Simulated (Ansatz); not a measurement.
## Decaying states in the gap of BeSnF6

A new crystal, BeSnF6: structure, gap and complex bands. It is built by putting Be for Ca in the CaSnF6 structure of space group R-3, with the volume rescaled by atomic radii. The parent structure comes from the Materials Project.

Calculated with Ansatz 0.2.0; LDA DFT, plane waves, PAW files, in the first sound run; inputs show where later runs differ.

Most raw output is cut from this account.

The structure was built from a prototype and need not be the compound's stable phase.

## Step 1: Set-up

Symmetry: R-3, No. 148, trigonal system. The conventional cell has a = 5.269 Å, b = 5.269 Å, c = 13.313 Å, α = 90.00°, β = 90.00°, γ = 120.00°. Be has 6 F at 2.05 Å nearest. Nearest to Sn lie 6 F at 1.79 Å. F has 1 Sn at 1.79 Å nearest. It derives from CaSnF6. Be for Ca in the CaSnF6 structure of space group R-3. Farther neighbours and most contacts between anions are not listed.

## Step 2: Cell and atoms at rest

The substituted atoms don't fit the parent's cell, so cell and atoms relax together. A small smearing keeps the run stable in case the gap closes on the way.

Contents of input.yaml:

```yaml
crystal:
  lattice:
    - [2.6346603563, 1.521121866, 4.4376455434]
    - [-2.6346603563, 1.521121866, 4.4376455434]
    - [0.0, -3.0422437319, 4.4376455434]
  atoms:
    - { symbol: Be, position: [0.0, 0.0, 0.0] }
    - { symbol: Sn, position: [0.5, 0.5, 0.5] }
    - { symbol: F, position: [0.66130815, 0.26766958, 0.80462878] }
    - { symbol: F, position: [0.80462878, 0.66130815, 0.26766958] }
    - { symbol: F, position: [0.73233042, 0.19537122, 0.33869185] }
    - { symbol: F, position: [0.19537122, 0.33869185, 0.73233042] }
    - { symbol: F, position: [0.33869185, 0.73233042, 0.19537122] }
    - { symbol: F, position: [0.26766958, 0.80462878, 0.66130815] }
kpoints:
  mp_grid: { grid: [6, 6, 6] }
scf:
  occupations: { method: gaussian, width: 0.03 }
hamiltonian:
  xc: lda
output:
  forces: true
  stress: true
relax:
  f_tol: 0.02
  max_steps: 60
  cell: {}
```

Run with:

```console
> ansatz run input.yaml --threads 2 --pin off --max-ram 4096MiB --backend cpu --events-out ev --progress --plain --runs-dir out
```

The job ended after 33 s (2 threads of INTEL XEON PLATINUM 8581C at 2.30GHz (Emerald Rapids), shared host; peak memory 0.52 GiB).

The steps of the relaxation:

```
step  energy less that of the first step (eV)  largest force component (eV/Å)  pressure (GPa)  volume (Å³)
   1                                   0.0000                          5.6967           18.25       106.71
   2                                  -4.1593                          1.6907            2.97        96.57
   3                                  -4.5426                          0.3373            6.92        89.24
   4                                  -4.6218                          0.2841            1.49        92.89
   5                                  -4.6432                          0.1518            0.30        92.83
   6                                  -4.7053                          0.1177           -2.33        90.51
   7                                  -4.7416                          0.1271           -1.95        88.27
   8                                  -4.7758                          0.0234            0.27        85.55
   9                                  -4.7751                          0.0060           -0.03        85.67
  10                                  -4.7745                          0.0003            0.00        85.75
 11*                                  -4.7239                          0.0020           -1.32        85.75
  12                                  -4.7567                          0.0384            0.42        82.08
  13                                  -4.7540                          0.0028            0.14        83.05
  14                                  -4.7519                          0.0006            0.03        83.38
 15*                                  -4.7364                          0.0014           -0.22        83.38
  16                                  -4.7402                          0.0641            0.57        82.85
  17                                  -4.7386                          0.0038           -0.05        83.15
  18                                  -4.7403                          0.0012            0.01        82.94
 19*                                  -4.7368                          0.0012           -0.02        82.94
```

Relaxation steps marked * repeat the geometry before them on a plane-wave basis chosen anew for their cell, so energy and pressure can jump there. Relaxation step 16 was tried and not accepted.

Forces are held to the 6 operations that the run works with; a distortion that breaks them can't arise in this run.

```
conventional cell, symmetrised  before   after   change
                         a (Å)   5.269   4.748   -9.9 %
                         b (Å)   5.269   4.748   -9.9 %
                         c (Å)  13.313  12.746   -4.3 %
              volume (Å³/atom)   13.34   10.37  -22.3 %
```

The atoms that moved most (Å, as changes of fractional coordinates times the final cell):

```
atom      dx      dy      dz  length
  F7  -0.031   0.352  -0.139   0.380
  F3   0.031  -0.352   0.139   0.380
  F5   0.321  -0.149  -0.139   0.380
  F8  -0.321   0.149   0.139   0.380
  F6  -0.289  -0.203  -0.139   0.380
  F4   0.289   0.203   0.139   0.380
```

Final coordinates:

```cif
data_structure
_symmetry_space_group_name_H-M 'P 1'
_symmetry_Int_Tables_number 1
_cell_length_a 5.0563
_cell_length_b 5.0563
_cell_length_c 5.0563
_cell_angle_alpha 56.002
_cell_angle_beta 56.002
_cell_angle_gamma 56.002
_cell_volume 82.94
loop_
_atom_site_label
_atom_site_type_symbol
_atom_site_fract_x
_atom_site_fract_y
_atom_site_fract_z
_atom_site_occupancy
Be1 Be 0.00000 0.00000 0.00000 1
Sn2 Sn 0.50000 0.50000 0.50000 1
F3 F 0.63600 0.22911 0.90126 1
F4 F 0.90126 0.63600 0.22911 1
F5 F 0.77089 0.09874 0.36400 1
F6 F 0.09874 0.36400 0.77089 1
F7 F 0.36400 0.77089 0.09874 1
F8 F 0.22911 0.90126 0.63600 1
```

This step gave:

| Item | Value |
| --- | --- |
| free energy | -10735.0577 eV |
| Fermi energy | 5.255 eV |
| pressure | -0.02284 GPa |

The largest force component on a free atom ends at 0.0012 eV/Å.

## Step 3: The bulk crystal and its band edges

The energy window and the wavevectors of the next steps follow from the band edges, so these are searched first, off the mesh as well.

Contents of input.yaml:

```yaml
crystal:
  lattice:
    - [2.3738601712, 1.3705488089, 4.2488048138]
    - [-2.3738601712, 1.3705488089, 4.2488048138]
    - [0.0, -2.7410976177, 4.2488048138]
  atoms:
    - { symbol: Be, position: [0.0, 0.0, 0.0] }
    - { symbol: Sn, position: [0.5, 0.5, 0.5] }
    - { symbol: F, position: [0.6360015291, 0.2291139448, 0.9012620216] }
    - { symbol: F, position: [0.9012620216, 0.6360015291, 0.2291139448] }
    - { symbol: F, position: [0.7708860552, 0.0987379784, 0.3639984709] }
    - { symbol: F, position: [0.0987379784, 0.3639984709, 0.7708860552] }
    - { symbol: F, position: [0.3639984709, 0.7708860552, 0.0987379784] }
    - { symbol: F, position: [0.2291139448, 0.9012620216, 0.6360015291] }
kpoints:
  mp_grid: { grid: [6, 6, 6] }
  band_path: { path: [VBM, CBM], npoints: 30 }
scf:
  occupations: { method: fixed }
hamiltonian:
  xc: lda
output:
  eigenvalues: true
  write_potential: true
  write_density: true
  volumetric_format: npy
  elf: true
```

Wall time 5.9 s (2 threads); peak memory 0.46 GiB.

Numbers from this step:

```yaml
fermi_energy: 2.703 eV
gap_on_the_k_mesh: 5.105 eV
gap_on_path: 5.102 eV, by band count; negative where bands overlap
direct_gap_on_path: 5.166 eV
edge_places_on_path: 0, 0.3740 1/A along the path
```

Electronic bands along the path, in eV, zero at the Fermi level (highest filled level under fixed occupations); v1 is the highest filled band, c1 the lowest empty one:

```
  point     v4     v3     v2     v1    c1
    VBM  -0.45  -0.21  -0.11   0.00  5.68
halfway  -0.31  -0.20  -0.07  -0.02  5.28
    CBM  -0.23  -0.19  -0.06  -0.06  5.11
```

Valence density in the ac plane of the conventional cell at fractional y = 0.000, with atoms of Be and Sn and F within 0.2 Å of it. It is the smooth field of the valence electrons, not physical close to the nuclei.

Values in e/Å³, 24 rows by 14 columns, each cell a mean:
```
 0  0  1  1  2  1  0  0  0  0  0  0  0  0
 0  0  2  7 11  6  1  0  0  0  0  0  0  0
 0  0  1  4  6  3  1  0  0  0  0  0  0  0
 0  0  0  0  0  0  0  0  0  0  0  0  0  0
 0  0  0  0  0  0  0  0  1  1  0  0  0  0
 0  0  0  0  0  0  0  2  7  8  3  0  0  0
 0  0  0  0  0  0  0  2  7  8  3  0  0  0
 0  0  0  0  0  0  0  0  1  1  0  0  0  0
 0  0  0  1  2  2  1  0  0  0  0  0  0  0
 0  0  1  3  8  8  2  0  0  0  0  0  0  0
 2  1  1  2  4  4  1  0  0  0  0  0  1  2
13  6  1  0  0  0  0  0  0  0  0  1  3 10
 9  4  1  0  0  0  0  0  1  1  1  1  2  7
 1  1  0  0  0  0  0  1  4  8  4  1  1  1
 0  0  0  0  0  0  0  1  4  7  4  1  0  0
 0  0  0  0  0  0  0  0  1  1  1  0  0  0
 0  0  0  0  1  2  1  0  0  0  0  0  0  0
 0  0  0  1  7 11  5  1  0  0  0  0  0  0
 0  0  0  1  3  5  3  1  0  0  0  0  0  0
 0  0  0  0  0  0  0  0  0  0  0  0  0  0
 0  0  0  0  0  0  0  0  0  1  1  0  0  0
 0  0  0  0  0  0  0  0  2  7  8  3  1  0
 0  0  0  0  0  0  0  0  2  7  7  3  1  0
 0  0  0  0  0  0  0  0  0  1  1  1  0  0
```
Columns run along a (4.7 Å), rows up along c (12.7 Å), edges of the conventional cell, whose origin can differ from the input's. Atoms in or near the plane, at fractional coordinates: Be at (0.00, 0.00), Sn at (0.00, 0.50), F at (0.69, 0.41), F at (0.69, 0.08), F at (0.38, 0.26), F at (0.31, 0.92), F at (0.31, 0.59), F at (0.62, 0.74).

ELF in the ac plane of the conventional cell at fractional y = 0.000, with atoms of Be and Sn and F within 0.2 Å of it. It is the smooth field of the valence electrons, not physical close to the nuclei.

Ten even steps from '0' (0.00) to '9' (0.81), each cell a mean:
```
02688851000000
04997993000000
03898972000000
00355411110000
00000025776300
00000159889830
00000059889820
00012114675200
00478852000000
11698996000001
11378995000121
00224531011210
01210004775210
11100038989721
00000027999830
00001212576410
00268874100000
01699798300000
00489897200000
00024542111000
00000001477630
00000015988971
00000016998971
00112101576530
```
Columns run along a (4.7 Å), rows up along c (12.7 Å), edges of the conventional cell, whose origin can differ from the input's. Atoms in or near the plane, at fractional coordinates: Be at (0.00, 0.00), Sn at (0.00, 0.50), F at (0.69, 0.41), F at (0.69, 0.08), F at (0.38, 0.26), F at (0.31, 0.92), F at (0.31, 0.59), F at (0.62, 0.74).

Electrostatic potential energy in the ac plane of the conventional cell at fractional y = 0.000, with atoms of Be and Sn and F within 0.2 Å of it. With pseudopotentials it is smooth inside the atoms' cores, unlike the true potential.

Ten even steps from '0' (-37 eV) to '9' (13 eV), each cell a mean:
```
13765799999862
78500179999987
99831389999999
99998888899999
99999988779999
99999994003999
99999995104999
99999999889999
99986689999999
78830049999987
65652279998755
99468999998569
97478999877569
55789998201665
88999998202788
99999999888999
99996579999999
99960017999999
99983138999999
99999888899999
99999988877999
99999999400389
67899999510376
02789999987850
```
Columns run along a (4.7 Å; values clipped at the 3rd and 97th percentile), rows up along c (12.7 Å), edges of the conventional cell, whose origin can differ from the input's. Atoms in or near the plane, at fractional coordinates: Be at (0.00, 0.00), Sn at (0.00, 0.50), F at (0.69, 0.41), F at (0.69, 0.08), F at (0.38, 0.26), F at (0.31, 0.92), F at (0.31, 0.59), F at (0.62, 0.74).

The searched edges give 5.10 eV, against 5.11 eV on the mesh.

## Step 4: Decaying states in the gap, plane (001), k-mesh 8×8×8

This step: LDA DFT, plane waves, PAW files; complex bands by layer matching along the plane's normal (Ansatz 0.2.0).

The same crystal is laid in a cell whose first two vectors span the (001) plane (indices of the standard conventional cell, whose axes can be ordered otherwise than in the bulk input). At fixed energy and wavevector in the plane the solver finds all kz, real and complex. A few wavevectors are listed, (0, 0), (0.1354, -0.1458) and (0.5, 0) in units of the plane's reciprocal vectors; the slowest state needn't be among them.

Contents of input.yaml:

```yaml
crystal:
  lattice:
    - [4.747720342, 0.0, 0.0]
    - [2.373860171, 4.111646427, 0.0]
    - [2.373860171, -1.370548809, 4.248804814]
  atoms:
    - { symbol: Be, position: [0.0, 0.0, 0.0] }
    - { symbol: Sn, position: [0.0, 0.5, 0.5] }
    - { symbol: F, position: [0.8651154739, 0.7708860552, 0.2336225045] }
    - { symbol: F, position: [0.5372635507, 0.3639984709, 0.2336225045] }
    - { symbol: F, position: [0.8696240336, 0.9012620216, 0.7663774955] }
    - { symbol: F, position: [0.4627364493, 0.6360015291, 0.7663774955] }
    - { symbol: F, position: [0.1348845261, 0.2291139448, 0.7663774955] }
    - { symbol: F, position: [0.1303759664, 0.0987379784, 0.2336225045] }
kpoints:
  mp_grid: { grid: [8, 8, 8] }
scf:
  occupations: { method: fixed }
hamiltonian:
  xc: lda
output:
  eigenvalues: true
  transmission:
    leads: [[0, 0]]
    kpoints: [[0.0, 0.0], [0.1354, -0.1458], [0.5, 0.0]]
    e_range: [-1.0, 6.1]
    de: 0.18
```

Wall time 11 s (2 threads); peak memory 0.57 GiB.

This step gave:

```
free energy                                               : -10735.0578 eV
Fermi energy                                              : 2.704 eV
gap on the k-mesh                                         : 5.104 eV
level to which the leads are filled                       : 2.552 eV from the Fermi level
decay constant at the filling level, zone centre          : 0.4368 Å⁻¹
decay constant at the filling level, slowest listed point : 0.4368 Å⁻¹
```

K parallel (0, 0); values up to 1.5 1/Å, a degenerate pair printed once or twice; energies at which all values exceed this have no row. Table of Im kz of the slowest decaying states by energy, zero at the highest filled level on the SCF mesh:

```
energy (eV)  decay 1 (Å⁻¹)  decay 2 (Å⁻¹)  decay 3 (Å⁻¹)  decay 4 (Å⁻¹)
      -1.00         0.0840          0.418           1.39           1.47
      -0.46          0.325          0.644          0.671           1.45
       0.08          0.204          0.309          0.790          0.882
       0.44          0.294          0.457          0.845           1.15
       0.98          0.370          0.569          0.907           1.35
       1.52          0.412          0.644          0.954           1.36
       2.06          0.433          0.700          0.989           1.34
       2.60          0.437          0.745           1.02           1.31
       2.96          0.431          0.769           1.03           1.30
       3.50          0.406          0.800           1.05           1.27
       4.04          0.360          0.825           1.06           1.25
       4.58          0.274          0.844          0.844           1.06
       4.94          0.162          0.855           1.07           1.21
       5.48          0.867           1.07           1.18              -
       6.02          0.877           1.07           1.16              -
```

K parallel (0.1354, -0.1458); values up to 1.5 1/Å, a degenerate pair printed once or twice; energies at which all values exceed this have no row. Im kz of the slowest decaying states against energy, zero at the highest filled level on the SCF mesh:

```
energy (eV)  decay 1 (Å⁻¹)  decay 2 (Å⁻¹)  decay 3 (Å⁻¹)  decay 4 (Å⁻¹)
      -1.00         0.0362         0.0893          0.158          0.227
      -0.64          0.210          0.289          0.291          0.452
      -0.46         0.0643          0.171          0.194          0.262
      -0.10          0.104          0.221          0.244          0.326
       0.08          0.251          0.298          0.317          0.361
       0.44          0.385          0.458          0.458          0.475
       0.62          0.423          0.497          0.503          0.515
       0.98          0.481          0.555          0.572          0.579
       1.16          0.503          0.578          0.600          0.605
       1.52          0.537          0.616          0.648          0.651
       1.88          0.560          0.650          0.687          0.687
       2.06          0.566          0.665          0.702          0.704
       2.42          0.571          0.697          0.728          0.734
       2.60          0.570          0.712          0.740          0.747
       2.96          0.563          0.740          0.760          0.770
       3.14          0.557          0.753          0.769          0.780
       3.50          0.541          0.775          0.785          0.798
       3.86          0.518          0.795          0.799          0.812
       4.04          0.503          0.804          0.805          0.817
       4.40          0.466          0.816          0.822          0.825
       4.58          0.442          0.820          0.827          0.830
       4.94          0.381          0.829          0.829          0.846
       5.12          0.340          0.829          0.833          0.853
       5.48          0.213          0.829          0.840          0.864
       5.66         0.0572          0.828          0.844          0.868
       6.02          0.825          0.852          0.873          0.875
```

K parallel (0.5, 0); values up to 1.5 1/Å, a degenerate pair printed once or twice; energies at which all values exceed this have no row. Table of Im kz of the slowest decaying states by energy, zero at the highest filled level on the SCF mesh:

```
energy (eV)  decay 1 (Å⁻¹)  decay 2 (Å⁻¹)  decay 3 (Å⁻¹)  decay 4 (Å⁻¹)
      -1.00         0.0501          0.079          0.324          0.559
      -0.64         0.0749          0.158          0.277          0.333
      -0.46        0.00723          0.173          0.270          0.350
      -0.10          0.177          0.277          0.308          0.361
       0.08          0.303          0.314          0.400          0.424
       0.44          0.429          0.502          0.518          0.577
       0.62          0.471          0.537          0.555          0.652
       0.98          0.537          0.591          0.616          0.763
       1.16          0.563          0.613          0.641          0.808
       1.52          0.608          0.649          0.685          0.882
       1.88          0.644          0.677          0.721          0.942
       2.06          0.660          0.689          0.737          0.968
       2.42          0.688          0.708          0.764           1.01
       2.60          0.701          0.716          0.776           1.03
       2.96          0.723          0.728          0.798           1.07
       3.14          0.733          0.734          0.807           1.09
       3.50          0.738          0.753          0.823           1.12
       3.86          0.738          0.771          0.835           1.14
       4.04          0.736          0.781          0.840           1.16
       4.40          0.727          0.803          0.849           1.18
       4.58          0.719          0.816          0.852           1.19
       4.94          0.695          0.847          0.856           1.20
       5.12          0.680          0.857          0.864           1.21
       5.48          0.640          0.858          0.898           1.23
       5.66          0.551          0.678          0.857          0.915
       6.02          0.376          0.702          0.854          0.948
```

At the listed wavevectors the last open channel is at -0.10 eV and the next at +5.12 eV on the grid. At +2.60 eV, the grid energy nearest the filling level (the middle of the gap on the SCF mesh), the slowest state at the listed wavevectors decays with κ = 0.437 Å⁻¹, its amplitude falling by e over 2.3 Å. Through 1 nm of this crystal that state's transmission falls by exp(−2 × 0.437 Å⁻¹ × 10 Å) = 1.6e-4.

(Continued in part 2 of 2.)

[Logs are printed without paths, hosts, clocks, repeated set-up lines and the standing remarks that a program may print on its own settings, such as how far it seeks lower states.]

[Hosts, paths, dates, database ids (printed as entryN), source tags and the programs' standing remarks are cut or masked in the printed files.]
